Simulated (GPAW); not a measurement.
# Conductance along a series: a C chain with one atom pushed aside at constant bond length

Wanted: the trend of the zero-bias conductance over a family of junctions, a C chain with one atom pushed aside at constant bond length.

Program: GPAW 26.7.0. Level of theory: GPAW LCAO, PAW setups; Landauer transmission from Green's functions with principal layers (ASE), zero bias. Results are calculated unless marked as measured.

## (1) Set-up

The cell holds 13 atoms: 13 C. Its edges and angles: a = 9.000 Å, b = 9.000 Å, c = 16.569 Å, α = 90.0°, β = 90.0°, γ = 90.0°. Regions: left lead, 6 atoms (6 C); channel, 1 atom (1 C); right lead, 6 atoms (6 C). Vacuum lies along a and b. The structure is stacked along c, and the current runs across the ab planes.

## (2) Member of the series, offset 0.3 Å

The structure changes from member to member while basis and functional stay, so that the trend is less open to errors of the level than any single value.

Contents of run.py:

```python
import json
import numpy as np
from ase import Atoms
from ase.transport.calculators import TransportCalculator
from gpaw import GPAW, FermiDirac
from gpaw.lcao.tools import get_lcao_hamiltonian
from scipy.linalg import eigh

# The junction with lead layers at both ends, along the third cell vector
device = Atoms(
    ['C', 'C', 'C', 'C', 'C', 'C', 'C', 'C', 'C', 'C', 'C', 'C', 'C'],
    positions=[
        [4.50000, 4.50000, 0.64000],
        [4.50000, 4.50000, 1.92000],
        [4.50000, 4.50000, 3.20000],
        [4.50000, 4.50000, 4.48000],
        [4.50000, 4.50000, 5.76000],
        [4.50000, 4.50000, 7.04000],
        [4.80000, 4.50000, 8.28435],
        [4.50000, 4.50000, 9.52869],
        [4.50000, 4.50000, 10.80869],
        [4.50000, 4.50000, 12.08869],
        [4.50000, 4.50000, 13.36869],
        [4.50000, 4.50000, 14.64869],
        [4.50000, 4.50000, 15.92869]],
    cell=[[9.0, 0.0, 0.0], [0.0, 9.0, 0.0], [0.0, 0.0, 16.56869]],
    pbc=True)

# One principal layer of the lead: the first 4 atoms of the device
lead = Atoms(
    ['C', 'C', 'C', 'C'],
    positions=[
        [4.50000, 4.50000, 0.64000],
        [4.50000, 4.50000, 1.92000],
        [4.50000, 4.50000, 3.20000],
        [4.50000, 4.50000, 4.48000]],
    cell=[[9.0, 0.0, 0.0], [0.0, 9.0, 0.0], [0.0, 0.0, 5.12]],
    pbc=True)

settings = dict(mode='lcao', basis='dzp', xc='RPBE', h=0.2,
                occupations=FermiDirac(0.1), maxiter=250,
                mixer=dict(beta=0.1, nmaxold=8, weight=100.0),
                convergence=dict(density=0.0001))
energies = np.arange(-3, 3 + 1e-9, 0.075)
eta = 0.0001
n1, n2 = 1, 1
# k and -k transmit alike, so half of the mesh across the current serves
mesh = [(i, j) for i in range(n1) for j in range(n2) if (i, j) <= (-i % n1, -j % n2)]
weights = np.array([1 if (i, j) == (-i % n1, -j % n2) else 2 for i, j in mesh]) / (n1 * n2)

# [... helper functions left out ...]
fermi_lead = ground_state(lead, (1, 1, 22), 'lead.txt')
fermi_device = ground_state(device, (1, 1, 5), 'device.txt')
# [... loop over the mesh left out, but for ...]
        # Shift the lead onto the potential of the device's first layer
        shift = ((H[:, 0, 0] - H0[:, 0, 0]) / S0[0, 0]).real.mean()
# [...]
kT = 8.617333e-5 * 77
bias = [0.1, 0.2, 0.5, 1.0, 1.5, 2.0]
# [... integrals and printing left out ...]
```

On the command line:

```bash
$ OMP_NUM_THREADS=1 OPENBLAS_NUM_THREADS=1 python run.py
```

What it wrote:

```text
basis functions: device 169, principal layer 52
Fermi level: lead -4.1282 eV, device -4.1757 eV; lead shifted by 0.0503 eV
largest coupling past the next layer 1.03e-04 eV, largest misfit of the first layer 0.009 eV
  E-E_F (eV)   T (one spin)  channels
    -3.000    1.9909e+00    2.0000
    -2.925    1.9911e+00    2.0000
    -2.850    1.9912e+00    2.0000
    -2.775    1.9914e+00    2.0000
    -2.700    1.9916e+00    2.0000
    -2.625    1.9917e+00    2.0000
    -2.550    1.9919e+00    2.0000
    -2.475    1.9921e+00    2.0000
    -2.400    1.9922e+00    2.0000
    -2.325    1.9924e+00    2.0000
    -2.250    1.9926e+00    2.0000
    -2.175    1.9928e+00    2.0000
    -2.100    1.9929e+00    2.0000
    -2.025    1.9931e+00    2.0000
    -1.950    1.9932e+00    2.0000
    -1.875    1.9934e+00    2.0000
[...]
2.475    1.9900e+00    2.0000
     2.550    1.9897e+00    2.0000
     2.625    1.9893e+00    2.0000
     2.700    1.9889e+00    2.0000
     2.775    1.9885e+00    2.0000
     2.850    1.9881e+00    2.0000
     2.925    1.9877e+00    2.0000
     3.000    1.9872e+00    2.0000
conductance at 77 K: 1.9953 G0 a cell; thermopower 0.0002333 uV/K
current from the zero-bias T(E) at 0.1 V: 15.459 uA
current from the zero-bias T(E) at 0.2 V: 30.919 uA
current from the zero-bias T(E) at 0.5 V: 77.296 uA
current from the zero-bias T(E) at 1.0 V: 154.59 uA
current from the zero-bias T(E) at 1.5 V: 231.87 uA
current from the zero-bias T(E) at 2.0 V: 309.15 uA
```

Elapsed: 33 s, on 1 thread of Arm Neoverse N1, shared host; peak memory 0.54 GiB.

Numbers from this step:

```yaml
conductance: 1.995 G₀
largest_coupling_past_the_next_principal_layer: 1.03e-4 eV
largest_misfit_of_the_first_principal_layer: 0.008619 eV
shift_that_aligns_the_lead: 0.05032 eV
basis_functions_of_the_junction: 169
basis_functions_of_a_principal_layer: 52
transmission_at_the_fermi_level_one_spin: 1.995
open_channels_of_the_lead_at_the_fermi_level_one_spin: 2
```

One spin. Transmission, zone mean against energy, zero at the Fermi level:

| energy (eV) | transmission, zone mean |
| --- | --- |
| -3.00 | 1.99 |
| -2.85 | 1.99 |
| -2.70 | 1.99 |
| -2.55 | 1.99 |
| -2.33 | 1.99 |
| -2.17 | 1.99 |
| -2.02 | 1.99 |
| -1.88 | 1.99 |
| -1.73 | 1.99 |
| -1.57 | 1.99 |
| -1.35 | 1.99 |
| -1.20 | 1.99 |
| -1.05 | 1.99 |
| -0.90 | 1.99 |
| -0.75 | 2.00 |
| -0.60 | 2.00 |
| -0.38 | 2.00 |
| -0.23 | 2.00 |
| -0.15 | 2.00 |
| -0.07 | 2.00 |
| 0.00 | 2.00 |
| 0.07 | 2.00 |
| 0.23 | 2.00 |
| 0.38 | 2.00 |
| 0.60 | 1.99 |
| 0.75 | 1.99 |
| 0.90 | 1.99 |
| 1.05 | 1.99 |
| 1.20 | 1.99 |
| 1.35 | 1.99 |
| 1.57 | 1.99 |
| 1.73 | 1.99 |
| 1.88 | 1.99 |
| 2.02 | 1.99 |
| 2.17 | 1.99 |
| 2.33 | 1.99 |
| 2.55 | 1.99 |
| 2.70 | 1.99 |
| 2.85 | 1.99 |
| 3.00 | 1.99 |

Crossings of the lead's bands, unfolded to its shortest repeat. The open channels, zone mean stays at 2 for energy from -3 to 3 eV.

Not self-consistent under bias; the bias window is split evenly. Table of current through one cell, from the zero-bias transmission by bias:

```csv
bias (V),"current through one cell, from the zero-bias transmission (μA)"
0.100,15.5
0.200,30.9
0.500,77.3
1.000,155
1.500,232
2.000,309
```

Transmission of the three most open eigenchannels against energy, zero at the Fermi level:

```
energy (eV)  channel 1  channel 2  channel 3
    -3.0000      0.999      0.992          0
    -2.7750      0.999      0.992          0
    -2.4750      0.999      0.993          0
    -2.2500      0.999      0.993          0
    -2.0250      0.999      0.994          0
    -1.7250      0.999      0.994          0
    -1.5000      1.000      0.995          0
    -1.2750      1.000      0.995          0
    -0.9750      1.000      0.995          0
    -0.7500      1.000      0.995          0
    -0.5250      1.000      0.996          0
    -0.2250      1.000      0.996          0
     0.0000      1.000      0.996          0
     0.2250      1.000      0.996          0
     0.5250      1.000      0.995          0
     0.7500      1.000      0.995          0
     0.9750      1.000      0.995          0
     1.2750      1.000      0.994          0
     1.5000      1.000      0.994          0
     1.7250      1.000      0.993          0
     2.0250      1.000      0.992          0
     2.2500      0.999      0.992          0
     2.4750      0.999      0.991          0
     2.7750      0.999      0.989          0
     3.0000      0.999      0.988          0
```

Couplings past the next layer reach 1.0e-4 eV, small enough to drop; the matrix elements of the cell's first layer differ from the bulk lead's by up to 0.0086 eV. That layer keeps its own values in the calculation, and only beyond it is the lead taken as perfect. The Fermi levels of lead and junction count from different zeros of potential, one for each periodic cell; with both set to zero, the small remaining shift is what aligns them. By hand: G = 1.995 × 77.48 μS = 155 μS, a resistance of 6.47 kΩ; at 0.1 V a linear junction would pass 15.5 μA, and the integral over the bias window gives 15.5 μA.

## (3) Junction: offset = 0.6

The cell differs from the one that the last finished run ended in (c 16.569 → 16.341 Å).

run.py, as its differences from that of step 2:

```diff
@@ -18,10 +18,10 @@
         [4.50000, 4.50000, 7.04000],
-        [4.80000, 4.50000, 8.28435],
-        [4.50000, 4.50000, 9.52869],
-        [4.50000, 4.50000, 10.80869],
-        [4.50000, 4.50000, 12.08869],
-        [4.50000, 4.50000, 13.36869],
-        [4.50000, 4.50000, 14.64869],
-        [4.50000, 4.50000, 15.92869]],
-    cell=[[9.0, 0.0, 0.0], [0.0, 9.0, 0.0], [0.0, 0.0, 16.56869]],
+        [5.10000, 4.50000, 8.17066],
+        [4.50000, 4.50000, 9.30133],
+        [4.50000, 4.50000, 10.58133],
+        [4.50000, 4.50000, 11.86133],
+        [4.50000, 4.50000, 13.14133],
+        [4.50000, 4.50000, 14.42133],
+        [4.50000, 4.50000, 15.70133]],
+    cell=[[9.0, 0.0, 0.0], [0.0, 9.0, 0.0], [0.0, 0.0, 16.34133]],
     pbc=True)
```

What it wrote:

```text
basis functions: device 169, principal layer 52
Fermi level: lead -4.1282 eV, device -4.1295 eV; lead shifted by 0.0298 eV
largest coupling past the next layer 1.03e-04 eV, largest misfit of the first layer 0.022 eV
  E-E_F (eV)   T (one spin)  channels
    -3.000    1.8095e+00    2.0000
    -2.925    1.8132e+00    2.0000
    -2.850    1.8170e+00    2.0000
    -2.775    1.8207e+00    2.0000
    -2.700    1.8245e+00    2.0000
    -2.625    1.8283e+00    2.0000
    -2.550    1.8322e+00    2.0000
    -2.475    1.8360e+00    2.0000
    -2.400    1.8399e+00    2.0000
    -2.325    1.8437e+00    2.0000
    -2.250    1.8475e+00    2.0000
    -2.175    1.8514e+00    2.0000
    -2.100    1.8551e+00    2.0000
    -2.025    1.8589e+00    2.0000
    -1.950    1.8626e+00    2.0000
    -1.875    1.8662e+00    2.0000
[...]
2.475    1.7046e+00    2.0000
     2.550    1.6912e+00    2.0000
     2.625    1.6773e+00    2.0000
     2.700    1.6628e+00    2.0000
     2.775    1.6479e+00    2.0000
     2.850    1.6325e+00    2.0000
     2.925    1.6166e+00    2.0000
     3.000    1.6002e+00    2.0000
conductance at 77 K: 1.9073 G0 a cell; thermopower 0.01166 uV/K
current from the zero-bias T(E) at 0.1 V: 14.778 uA
current from the zero-bias T(E) at 0.2 V: 29.554 uA
current from the zero-bias T(E) at 0.5 V: 73.872 uA
current from the zero-bias T(E) at 1.0 V: 147.64 uA
current from the zero-bias T(E) at 1.5 V: 221.21 uA
current from the zero-bias T(E) at 2.0 V: 294.46 uA
```

Run time: 34 s. Hardware: 1 thread; peak memory 0.53 GiB.

Numbers from this step:

```
conductance                                 : 1.907 G₀
largest misfit of the first principal layer : 0.02194 eV
shift that aligns the lead                  : 0.02981 eV
transmission at the Fermi level (one spin)  : 1.907
```

One spin. Table of transmission, zone mean by energy, zero at the Fermi level:

| energy (eV) | transmission, zone mean |
| --- | --- |
| -3.00 | 1.81 |
| -2.85 | 1.82 |
| -2.70 | 1.82 |
| -2.55 | 1.83 |
| -2.33 | 1.84 |
| -2.17 | 1.85 |
| -2.02 | 1.86 |
| -1.88 | 1.87 |
| -1.73 | 1.87 |
| -1.57 | 1.88 |
| -1.35 | 1.89 |
| -1.20 | 1.89 |
| -1.05 | 1.90 |
| -0.90 | 1.90 |
| -0.75 | 1.90 |
| -0.60 | 1.91 |
| -0.38 | 1.91 |
| -0.30 | 1.91 |
| -0.23 | 1.91 |
| -0.07 | 1.91 |
| 0.00 | 1.91 |
| 0.07 | 1.91 |
| 0.23 | 1.90 |
| 0.38 | 1.90 |
| 0.60 | 1.89 |
| 0.75 | 1.89 |
| 0.90 | 1.88 |
| 1.05 | 1.87 |
| 1.20 | 1.86 |
| 1.35 | 1.85 |
| 1.57 | 1.83 |
| 1.73 | 1.81 |
| 1.88 | 1.79 |
| 2.02 | 1.77 |
| 2.17 | 1.75 |
| 2.33 | 1.73 |
| 2.55 | 1.69 |
| 2.70 | 1.66 |
| 2.85 | 1.63 |
| 3.00 | 1.60 |

Crossings of the lead's bands, unfolded to its shortest repeat. The open channels, zone mean stays at 2 for energy from -3 to 3 eV.

Not self-consistent under bias; the bias window is split evenly. Table of current through one cell, from the zero-bias transmission by bias:

```
bias (V)  current through one cell, from the zero-bias transmission (μA)
   0.100                                                            14.8
   0.200                                                            29.6
   0.500                                                            73.9
   1.000                                                             148
   1.500                                                             221
   2.000                                                             294
```

Transmission of the three most open eigenchannels against energy, zero at the Fermi level:

```
energy (eV)  channel 1  channel 2  channel 3
      -3.00      0.993      0.817          0
      -2.85      0.993      0.823          0
      -2.70      0.994      0.830          0
      -2.55      0.995      0.837          0
      -2.33      0.996      0.848          0
      -2.17      0.996      0.855          0
      -2.02      0.997      0.862          0
      -1.88      0.997      0.869          0
      -1.73      0.998      0.876          0
      -1.57      0.998      0.882          0
      -1.35      0.998      0.890          0
      -1.20      0.999      0.895          0
      -1.05      0.999      0.899          0
      -0.90      0.999      0.903          0
      -0.75      0.999      0.906          0
      -0.60      0.999      0.908          0
      -0.38      0.999      0.910          0
      -0.23      0.999      0.910          0
      -0.07      0.999      0.909          0
       0.00      0.999      0.908          0
       0.07      0.999      0.907          0
       0.23      0.999      0.904          0
       0.38      0.999      0.901          0
       0.60      0.999      0.893          0
       0.75      0.999      0.887          0
       0.90      0.999      0.879          0
       1.05      0.999      0.871          0
       1.20      0.999      0.860          0
       1.35      0.998      0.849          0
       1.57      0.998      0.829          0
       1.73      0.998      0.813          0
       1.88      0.998      0.796          0
       2.02      0.997      0.777          0
       2.17      0.997      0.756          0
       2.33      0.996      0.734          0
       2.55      0.996      0.696          0
       2.70      0.995      0.668          0
       2.85      0.994      0.638          0
       3.00      0.994      0.606          0
```

The conductance, 1.91 G₀, lies 4.4 % below that of the member before.

## (4) Member of the series: offset = 0.9

The cell differs from the one that the last finished run ended in (c 16.341 → 15.900 Å).

run.py, as its differences from that of step 3:

```diff
@@ -18,10 +18,10 @@
         [4.50000, 4.50000, 7.04000],
-        [5.10000, 4.50000, 8.17066],
-        [4.50000, 4.50000, 9.30133],
-        [4.50000, 4.50000, 10.58133],
-        [4.50000, 4.50000, 11.86133],
-        [4.50000, 4.50000, 13.14133],
-        [4.50000, 4.50000, 14.42133],
-        [4.50000, 4.50000, 15.70133]],
-    cell=[[9.0, 0.0, 0.0], [0.0, 9.0, 0.0], [0.0, 0.0, 16.34133]],
+        [5.40000, 4.50000, 7.95016],
+        [4.50000, 4.50000, 8.86033],
+        [4.50000, 4.50000, 10.14033],
+        [4.50000, 4.50000, 11.42033],
+        [4.50000, 4.50000, 12.70033],
+        [4.50000, 4.50000, 13.98033],
+        [4.50000, 4.50000, 15.26033]],
+    cell=[[9.0, 0.0, 0.0], [0.0, 9.0, 0.0], [0.0, 0.0, 15.90033]],
     pbc=True)
```

What it wrote:

```text
basis functions: device 169, principal layer 52
Fermi level: lead -4.1282 eV, device -4.0531 eV; lead shifted by 0.0139 eV
largest coupling past the next layer 1.03e-04 eV, largest misfit of the first layer 0.031 eV
  E-E_F (eV)   T (one spin)  channels
    -3.000    1.0101e+00    2.0000
    -2.925    1.0148e+00    2.0000
    -2.850    1.0193e+00    2.0000
[...]
2.925    1.5016e+00    2.0000
     3.000    1.4913e+00    2.0000
conductance at 77 K: 1.0134 G0 a cell; thermopower -0.3868 uV/K
current from the zero-bias T(E) at 0.1 V: 7.8588 uA
current from the zero-bias T(E) at 0.2 V: 15.742 uA
current from the zero-bias T(E) at 0.5 V: 39.784 uA
current from the zero-bias T(E) at 1.0 V: 82.179 uA
current from the zero-bias T(E) at 1.5 V: 128.09 uA
current from the zero-bias T(E) at 2.0 V: 176.88 uA
```

Run time: 37 s. Hardware: 1 thread; peak memory 0.53 GiB.

One spin. Table of transmission, zone mean by energy, zero at the Fermi level:

energy (eV), transmission, zone mean and a bar from the least value:
```
  -3.0000       1.01 #
  -2.7750       1.02 #
  -2.4750       1.04 ##
  -2.2500       1.05 ###
  -2.0250       1.06 ###
  -1.7250       1.07 ####
  -1.5000       1.08 ####
  -1.3500       1.08 ####
  -1.2750       1.08 ####
  -0.9750       1.07 ####
  -0.7500       1.05 ###
  -0.5250       1.02 #
  -0.2250       1.00 
   0.0000       1.01 #
   0.2250       1.09 #####
   0.5250       1.28 ##############
   0.7500       1.41 ####################
   0.9750       1.50 #########################
   1.2750       1.57 ############################
   1.5000       1.59 ##############################
   1.7250       1.60 ##############################
   2.0250       1.59 ##############################
   2.2500       1.58 #############################
   2.4750       1.56 ############################
   2.7750       1.52 ##########################
   3.0000       1.49 #########################
```

The conductance, 1.01 G₀, lies 47 % below that of the member before.

## (5) Comparing the runs

Times are for 1 thread of Arm Neoverse N1, shared host. The series side by side:

| no. | offset (Å) | conductance (G₀) | time | memory (GiB) |
| --- | --- | --- | --- | --- |
| 1 | 0.3 | 1.995 | 33 s | 0.54 |
| 2 | 0.6 | 1.907 | 34 s | 0.53 |
| 3 | 0.9 | 1.013 | 37 s | 0.53 |

The runs together. The transmission, zone mean by energy, zero at the Fermi level:

| energy (eV) | 0.3 | 0.6 | 0.9 |
| --- | --- | --- | --- |
| -3.00 | 1.99 | 1.81 | 1.01 |
| -2.77 | 1.99 | 1.82 | 1.02 |
| -2.55 | 1.99 | 1.83 | 1.04 |
| -2.40 | 1.99 | 1.84 | 1.04 |
| -2.17 | 1.99 | 1.85 | 1.05 |
| -1.95 | 1.99 | 1.86 | 1.06 |
| -1.73 | 1.99 | 1.87 | 1.07 |
| -1.57 | 1.99 | 1.88 | 1.08 |
| -1.35 | 1.99 | 1.89 | 1.08 |
| -1.12 | 1.99 | 1.90 | 1.07 |
| -0.90 | 1.99 | 1.90 | 1.06 |
| -0.75 | 2.00 | 1.90 | 1.05 |
| -0.53 | 2.00 | 1.91 | 1.02 |
| -0.30 | 2.00 | 1.91 | 1.000 |
| -0.15 | 2.00 | 1.91 | 0.996 |
| -0.07 | 2.00 | 1.91 | 1.00 |
| 0.00 | 2.00 | 1.91 | 1.01 |
| 0.07 | 2.00 | 1.91 | 1.03 |
| 0.30 | 2.00 | 1.90 | 1.13 |
| 0.53 | 1.99 | 1.90 | 1.28 |
| 0.75 | 1.99 | 1.89 | 1.41 |
| 0.90 | 1.99 | 1.88 | 1.47 |
| 1.12 | 1.99 | 1.86 | 1.54 |
| 1.35 | 1.99 | 1.85 | 1.58 |
| 1.57 | 1.99 | 1.83 | 1.60 |
| 1.73 | 1.99 | 1.81 | 1.60 |
| 1.95 | 1.99 | 1.78 | 1.60 |
| 2.17 | 1.99 | 1.75 | 1.58 |
| 2.40 | 1.99 | 1.72 | 1.56 |
| 2.55 | 1.99 | 1.69 | 1.55 |
| 2.77 | 1.99 | 1.65 | 1.52 |
| 3.00 | 1.99 | 1.60 | 1.49 |

The runs together. The open channels, zone mean, 0.3 = 0.6 = 0.9 stays at 2 for energy from -3 to 3 eV.

[end of part 1 of 2]

[Logs are printed without paths, hosts, clocks, repeated set-up lines and the standing remarks that a program may print on its own settings, such as how far it seeks lower states.]

[Hosts, paths, dates, database ids (printed as entryN), source tags and the programs' standing remarks are cut or masked in the printed files.]
